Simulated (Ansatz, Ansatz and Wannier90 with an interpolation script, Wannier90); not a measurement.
# CdTe (F-43m): what limits a Wannier interpolation of GW, part 2 of 2

Aim: vary the Wannier model and the GW settings for CdTe (F-43m) and see what the interpolated bands lose.

Wannier90 4.0.3; maximally localised Wannier functions from the overlaps of LDA states (plane waves, PAW). Known limits of the many-body steps: not at the basis limit; screening runs away on this mesh; no spin-orbit coupling; coarse k mesh.

So far. Step 2 (Wannier model on 12×12×12, by Wannier90): Near the gap the model misses directly solved bands by 0.3 meV r.m.s. and by 1 meV at most in the window tested. This tests the starting bands, not the corrections carried with them. Step 3 (Wannier model on 12×12×12, by the program's own …): Near the gap the model misses directly solved bands by 0.3 meV r.m.s. and by 1 meV at most in the window tested. This tests the starting bands, not the corrections carried with them.

The database entry behind the starting cell differs from later determinations by our own check (an axis about 1.1 % short against later determinations), so it need not match the best structure at ambient conditions.

**4. Wannier model on 6×6×6, by Wannier90**

This step: maximally localised Wannier functions from the overlaps of LDA states (plane waves, PAW).

Contents of w.win:

```
num_iter = 1200
conv_tol = 1.0e-8
conv_window = 5
dis_num_iter = 4000
dis_conv_tol = 1.0e-8
dis_mix_ratio = 0.7
write_hr = true
use_ws_distance = false
num_print_cycles = 50
! ansatz wannier90 interface
! projections by site (counted from 0) and shell: 0 5S, 1 5P
! states of the run's bands (counted from 1): 1-22
num_bands = 22
num_wann  = 4
dis_win_min = 2.78
dis_win_max = 13.26
dis_froz_min = 2.78
dis_froz_max = 8.73
guiding_centres = true

begin unit_cell_cart
Ang
                      0.0                    3.205                    3.205
                    3.205                      0.0                    3.205
                    3.205                    3.205                      0.0
end unit_cell_cart

begin atoms_frac
Cd                       0.0                      0.0                      0.0
Te                      0.75                     0.75                     0.75
end atoms_frac

mp_grid = 6 6 6

[... the mesh's points ...]
```

Command:

```console
OMP_NUM_THREADS=1 mpirun -n 8 wannier90.x w > wannier90.x.log
```

Numbers of over 12 decimals in the logs are rounded to 6 here.

What it wrote:

```text
[banner, memory and clock lines left out]
TEM
                                    ------

                              Lattice Vectors (Ang)
                    a_1     0.000000   3.205000   3.205000
                    a_2     3.205000   0.000000   3.205000
                    a_3     3.205000   3.205000   0.000000

                   Unit Cell Volume:      65.84368  (Ang^3)

                        Reciprocal-Space Vectors (Ang^-1)
                    b_1    -0.980216   0.980216   0.980216
                    b_2     0.980216  -0.980216   0.980216
                    b_3     0.980216   0.980216  -0.980216

 *----------------------------------------------------------------------------*
 |   Site       Fractional Coordinate          Cartesian Coordinate (Ang)     |
 +----------------------------------------------------------------------------+
 | cd   1   0.00000   0.00000   0.00000   |    0.00000   0.00000   0.00000    |
 | te   1   0.75000   0.75000   0.75000   |    4.80750   4.80750   4.80750    |
 *----------------------------------------------------------------------------*
                                ------------
                                K-POINT GRID
                                ------------

             Grid size =  6 x  6 x  6      Total points =  216

 *---------------------------------- MAIN ------------------------------------*
 |  Number of Wannier Functions               :                 4             |
 |  Number of Objective Wannier Functions     :                 4             |
 |  Number of input Bloch states              :                22             |
 |  Output verbosity (1=low, 5=high)          :                 1             |
 |  Timing Level (1=low, 5=high)              :                 1             |
[...]
Sum of centres and spreads ( 14.422500, 14.422500, 14.422500 )    15.98794942

      1    -0.778E-01     0.2400633829       15.9879494176       0.02  <-- CONV
        O_D=      0.2502202 O_OD=      0.9118335 O_TOT=     15.9879494 <-- SPRD
 Delta: O_D= -0.2557645E-01 O_OD= -0.5224111E-01 O_TOT= -0.7781757E-01 <-- DLTA

             <<<     Delta < 1.000E-08  over  5 iterations     >>>
             <<< Wannierisation convergence criteria satisfied >>>

 Final State
[...]
WF centre and spread    3  (  4.807500,  4.807500,  4.807500 )     3.65719481
  WF centre and spread    4  (  4.807500,  4.807500,  4.807500 )     3.65719481
  Sum of centres and spreads ( 14.422500, 14.422500, 14.422500 )    15.95788442

         Spreads (Ang^2)       Omega I      =    14.825895778
        ================       Omega D      =     0.255704023
                               Omega OD     =     0.876284617
    Final Spread (Ang^2)       Omega Total  =    15.957884418

 Writing checkpoint file w.chk... done

 *---------------------------------------------------------------------------*
 |                               PLOTTING                                    |
 *---------------------------------------------------------------------------*

 *===========================================================================*
 |                             TIMING INFORMATION                            |
 *===========================================================================*
 |    Tag                                                Ncalls      Time (s)|
 |---------------------------------------------------------------------------|
 |kmesh: get                                        :         1         0.049|
 |overlap: read                                     :         1         0.445|
 |dis: main                                         :         1         0.033|
 |wann: main                                        :         1         0.028|
 |plot: main                                        :         1         0.006|
 *---------------------------------------------------------------------------*
 All done: wannier90 exiting
```

It took 1.3 s on 8 MPI ranks of Arm Neoverse V2, shared host; 7.7 s of CPU time.

Numbers from this step:

| Quantity | Value |
| --- | --- |
| gauge-invariant spread | 14.83 Å² |
| diagonal spread | 0.2557 Å² |
| off-diagonal spread | 0.8763 Å² |
| total spread | 15.96 Å² |
| disentanglement steps | 41 |
| r.m.s. interpolation error | 0.003584 eV |
| r.m.s. error near the gap | 0.003473 eV |

Near the gap the model misses directly solved bands by 3.5 meV r.m.s. and by 12 meV at most in the window tested. This tests the starting bands, not the corrections carried with them.

Frozen up to 1.11 eV; above it the model need not follow the bands. The electronic bands at the labelled points (eV, zero at the valence-band top; v1 is the highest filled band, c1 the lowest empty one):

```tsv
point	v3	v2	v1	c1
Γ	0.00	0.00	0.00	0.61
halfway	-2.80	-1.17	-1.17	2.92
X	-4.54	-2.00	-2.00	2.55
halfway	-4.51	-2.30	-1.91	2.87
U	-4.44	-2.74	-1.66	3.30
jump to K	-4.44	-2.74	-1.66	3.30
halfway	-3.18	-1.62	-0.48	2.85
Γ	0.00	0.00	0.00	0.61
halfway	-2.88	-0.46	-0.46	1.98
L	-4.69	-0.83	-0.83	1.67
halfway	-4.48	-2.21	-1.37	3.19
W	-4.42	-2.49	-2.37	4.07
halfway	-4.48	-2.24	-2.20	3.27
X	-4.54	-2.00	-2.00	2.55
```

The same for Kohn-Sham, solved directly:

```tsv
point	v3	v2	v1	c1
Γ	0.00	0.00	0.00	0.61
X	-4.54	-2.00	-2.00	2.38
U	-4.44	-2.74	-1.66	2.74
K	-4.44	-2.74	-1.66	2.74
Γ	0.00	0.00	0.00	0.61
L	-4.69	-0.83	-0.83	1.67
W	-4.42	-2.48	-2.37	4.27
X	-4.54	-2.00	-2.00	2.38
```

The first set of electronic bands as a text plot (rows in eV):

```
    3.9 |                                               +++++
    3.5 |                  ++                          +     +
    3.2 |               +++  +++                      +       +
    2.8 |    +++++++  ++        +                    +         +
    2.4 |   +       ++           +                  +           +
    2.1 |                         ++       ++      +
    1.7 |  +                        +     +  ++++++
    1.3 |                                +
    1.0 | +                          +  +
    0.6 |+                            ++
    0.2 |
   -0.1 |***                     **********
   -0.5 | * *                   *   **  *  ***
   -0.9 |    **              ***  **     *    *******
   -1.2 |  *   *            *    *  *              * **
   -1.6 |   *   **       ***    *         *         *  *
   -2.0 |         *******      *  **                 *  *      **
   -2.3 |    **        *     **            *          ** ******
   -2.7 |      *        *****    *                      **
   -3.0 |                       *           *
   -3.4 |       *                            *
   -3.8 |        *             *              *
   -4.1 |         **        ***
   -4.5 |           ********                   ******************
         Γ           X  U|K            Γ         L        W     X
```

**5. A faulty Wannier input**

This step: maximally localised Wannier functions, LDA, plane waves, PAW.

Contents of input.yaml:

```yaml
crystal:
  lattice:
    - [0.0, 3.205, 3.205]
    - [3.205, 0.0, 3.205]
    - [3.205, 3.205, 0.0]
  atoms:
    - { symbol: Cd, position: [0.0, 0.0, 0.0] }
    - { symbol: Te, position: [0.75, 0.75, 0.75] }
kpoints:
  mp_grid: { grid: [6, 6, 6] }
hamiltonian:
  xc: lda
scf:
  occupations: { method: fixed }
  n_extra_bands: 35
output:
  wannier:
    kmesh: [6, 6, 6]
    projections: [{ species: Cd, l: s, shell: 5 }, { species: Te, l: p, shell: 5 }]
    minimise: true
    write_hr: true
    seedname: w
    conv_tol: 1.0e-06
    max_iter: 3
    stability_check: false
    disentanglement:
      window: [2.78, 13.26]
      frozen_window: [2.78, 8.73]
      conv_tol: 1.0e-08
```

Command:

```console
ansatz run input.yaml --threads 12 --pin off --max-ram 22118MiB --backend cpu --events-out ev --progress --plain --runs-dir out
```

What it wrote:

```text
Error: invalid value for `output.wannier.max_iter`: must be ≥ 5; got 3
```

The job ended after 0.15 s (12 threads; peak memory 0.088 GiB).

The input was rejected at the start.

The program's message: “Error: invalid value for `output.wannier.max_iter`: must be ≥ 5; got 3”

The fault put into this input: too few iterations.

**6. G0W0: 6×6×6 mesh, 302 empty bands, screening to 160 eV**

G0W0 replaces the xc potential by the self-energy, built once from these orbitals. Only a window of levels is corrected, while the sums run over the empty bands that the input names.

This step: G0W0 on LDA, plane waves, PAW.

input.yaml, the sections that differ from step 5:

```yaml
scf:
  occupations: { method: fixed }
gw:
  n_empty_bands: 302
  ecut_chi: 160.0
  qp_bands: [v3, c1]
  screening: { model: contour_deformation }
# crystal, kpoints, hamiltonian: as in step 5
# output: removed
```

What it wrote:

```text
[...]
Crystal: 2 atoms, lattice volume = 65.844 Å³
Basis set: ecut = 420 eV, 1243 PW (Γ)
Bands: 22, of which v1, the nominal top of the filled ones, is band 18 counted from 1 (17 counted from 0)
Symmetry: 24 space group operations
[...]
k-points: 16 of 216 (time reversal used)
[...]
1    19      9.3721    -9.8009    -3.7657   -13.9117  0.7547     9.7277     9.7172  root
[...]
15    16      3.1671   -16.4671     2.6929   -13.3827  0.6741     2.7606     2.7756  root
    15    17      5.2531   -15.9052     2.0325   -13.3997  0.7063     4.7495     4.7801  root
    15    18      5.3324   -15.0316     1.8600   -12.7091  0.7094     4.8417     4.8699  root
    15    19     11.2479    -6.6732    -3.9393   -10.8356  0.7517    11.4749    11.4710  root
[key lines of the parts left out:]
SCF converged after 6 iterations
Free energy (F): -14945.804168 eV
Fermi energy:    7.621043 eV
```

The job ended after 7.4 min (12 threads; peak memory 3.3 GiB; 43 min of CPU time).

The G0W0 gap on the mesh is 1.386 eV.

**7. G0W0: 3×3×3 mesh, 302 empty bands, screening to 160 eV**

Edit input.yaml of step 6 so:

```diff
@@ -9,3 +9,3 @@
 kpoints:
-  mp_grid: { grid: [6, 6, 6] }
+  mp_grid: { grid: [3, 3, 3] }
 hamiltonian:
```

What it wrote:

```text
[...]
Crystal: 2 atoms, lattice volume = 65.844 Å³
Basis set: ecut = 420 eV, 1243 PW (Γ)
Bands: 22, of which v1, the nominal top of the filled ones, is band 18 counted from 1 (17 counted from 0)
Symmetry: 24 space group operations
[...]
k-points: 4 of 27 (time reversal used)
[...]
1    19      9.4380    -8.3134    -4.3457   -12.9767  0.7598     9.7598     9.7556  root
[...]
3    16      3.2892   -16.2218     2.5992   -13.2240  0.7155     2.8815     2.8907  root
     3    17      4.8734   -15.2338     2.1840   -12.6235  0.7043     4.4425     4.4472  root
     3    18      6.2688   -16.5296     1.8745   -14.2326  0.7312     5.8370     5.8464  root
     3    19     10.5616    -7.3812    -4.2647   -11.8739  0.7578    10.7917    10.7895  root
[key lines of the parts left out:]
SCF converged after 6 iterations
Free energy (F): -14945.526306 eV
Fermi energy:    7.704329 eV
```

Elapsed: 19 s, on 12 threads; peak memory 1.2 GiB; 83 s of CPU time.

The G0W0 gap on the mesh is 1.309 eV.

**8. G0W0: 6×6×6 mesh, 140 empty bands, screening to 96 eV**

input.yaml, the sections that differ from step 7:

```yaml
kpoints:
  mp_grid: { grid: [6, 6, 6] }
gw:
  n_empty_bands: 140
  ecut_chi: 96
  qp_bands: [v3, c1]
  screening: { model: contour_deformation }
# crystal, hamiltonian, scf: as in step 7
```

What it wrote:

```text
[...]
Crystal: 2 atoms, lattice volume = 65.844 Å³
Basis set: ecut = 420 eV, 1243 PW (Γ)
Bands: 22, of which v1, the nominal top of the filled ones, is band 18 counted from 1 (17 counted from 0)
Symmetry: 24 space group operations
[...]
k-points: 16 of 216 (time reversal used)
[...]
1    19      9.3721    -9.8009    -3.6239   -13.9117  0.7556     9.8900     9.8590  root
[...]
15    16      3.1671   -16.4671     2.8002   -13.3827  0.6747     2.8766     2.8829  root
    15    17      5.2531   -15.9052     2.1340   -13.3997  0.7069     4.8671     4.8817  root
    15    18      5.3324   -15.0316     1.9632   -12.7091  0.7099     4.9599     4.9731  root
    15    19     11.2479    -6.6732    -3.8574   -10.8356  0.7522    11.5612    11.5530  root
[key lines of the parts left out:]
SCF converged after 6 iterations
Free energy (F): -14945.804168 eV
Fermi energy:    7.621043 eV
```

Wall time 2.4 min (12 threads); peak memory 1.2 GiB.

The G0W0 gap on the mesh is 1.365 eV.

**9. G0W0: 6×6×6 mesh, 302 empty bands, screening to 160 eV, plasmon pole**

input.yaml, the sections that differ from step 8:

```yaml
gw:
  n_empty_bands: 302
  ecut_chi: 160.0
  qp_bands: [v3, c1]
  screening: { model: godby_needs }
# crystal, kpoints, hamiltonian, scf: as in step 8
```

What it wrote:

```text
[...]
Crystal: 2 atoms, lattice volume = 65.844 Å³
Basis set: ecut = 420 eV, 1243 PW (Γ)
Bands: 22, of which v1, the nominal top of the filled ones, is band 18 counted from 1 (17 counted from 0)
Symmetry: 24 space group operations
[...]
k-points: 16 of 216 (time reversal used)
[...]
1    19      9.3721    -9.8009    -3.6907   -13.9117  0.8074     9.7932     9.7923  root
[...]
15    16      3.1671   -16.4671     2.5092   -13.3827  0.7528     2.5987     2.5918  root
    15    17      5.2531   -15.9052     1.9088   -13.3997  0.7904     4.6505     4.6564  root
    15    18      5.3324   -15.0316     1.7378   -12.7091  0.7895     4.7464     4.7477  root
    15    19     11.2479    -6.6732    -3.9310   -10.8356  0.8138    11.4795    11.4793  root
[key lines of the parts left out:]
SCF converged after 6 iterations
Free energy (F): -14945.804168 eV
Fermi energy:    7.621043 eV
```

Elapsed: 4.5 min, on 12 threads; peak memory 3.2 GiB.

The G0W0 gap on the mesh is 1.485 eV.

**10. Interpolated results**

Times are wall times on 12 threads of Arm Neoverse V2, shared host, good to a factor of about two.

```tsv
GW mesh	empty bands	cutoff (eV)	frequency	gap on mesh (eV)	gap over zone (eV)	direct gap (eV)	valence width (eV)	GW time
6×6×6	302	160	contour deformation	1.386	1.386	1.386	4.712	7.4 min
3×3×3	302	160	contour deformation	1.309	1.360	1.360	4.740	19 s
6×6×6	140	96	contour deformation	1.365	1.365	1.365	4.778	2.4 min
6×6×6	302	160	plasmon pole	1.485	1.485	1.485	4.953	4.5 min
```

**11. What came out**

| Quantity | Value |
| --- | --- |
| 6×6×6 mesh, 302 empty bands, screening to 160 eV | 1.39 eV |
| 3×3×3 mesh, 302 empty bands, screening to 160 eV | 1.36 eV |
| 6×6×6 mesh, 140 empty bands, screening to 96 eV | 1.36 eV |
| 6×6×6 mesh, 302 empty bands, screening to 160 eV, plasmon pole | 1.49 eV |

What this shows: The largest change, +0.10 eV in the gap over the zone, comes with 6×6×6 mesh, 302 empty bands, screening to 160 eV, plasmon pole. The first run is a reference, not a converged one, and where a row moves several settings no single cause can be named. Rows on another GW mesh add that mesh's corrections to the bands of the one model. The program's own minimiser ends at the same spread as the first model, 17.2 Å², from the same trial orbitals; this need not be the lowest minimum. Coarser Wannier mesh (6×6×6): the miss near the gap goes from under 1 (the model on 12×12×12) to 3 meV and the total spread from 17.2 to 16.0 Å². With 3×3×3 mesh, 302 empty bands, screening to 160 eV the gap over the zone moves by −0.03 eV and that on the mesh by −0.08 eV. With 6×6×6 mesh, 140 empty bands, screening to 96 eV the gap over the zone moves by −0.02 eV and that on the mesh by −0.02 eV. With 6×6×6 mesh, 302 empty bands, screening to 160 eV, plasmon pole the gap over the zone moves by +0.10 eV and that on the mesh by +0.10 eV. Gaps over the zone and on the mesh differ where an edge lies off the mesh, or where a GW run starts from another density: the starting gap over the zone is 0.609 eV, on the GW meshes it is 0.609 eV and 0.557 eV. The 6×6×6 mesh is coarse for this cell (its supercell is 27 Å along the shortest edge). The RPA ε∞ on it, from the LDA start, is 19.12; such meshes misread the long-range screening, most where the gap is narrow. The many-body steps are scalar-relativistic: spin-orbit coupling is not in them.

[Paths, hosts, dates, memory and timing lines, banners, echoed tables and standing remarks are left out of the program output.]

[Logs are printed without paths, hosts, clocks, repeated set-up lines and the standing remarks that a program may print on its own settings, such as how far it seeks lower states.]

[Runs of the session that timed out or met a known fault of the program may be left out.]

[Hosts, paths, dates, database ids (printed as entryN), source tags and the programs' standing remarks are cut or masked in the printed files.]
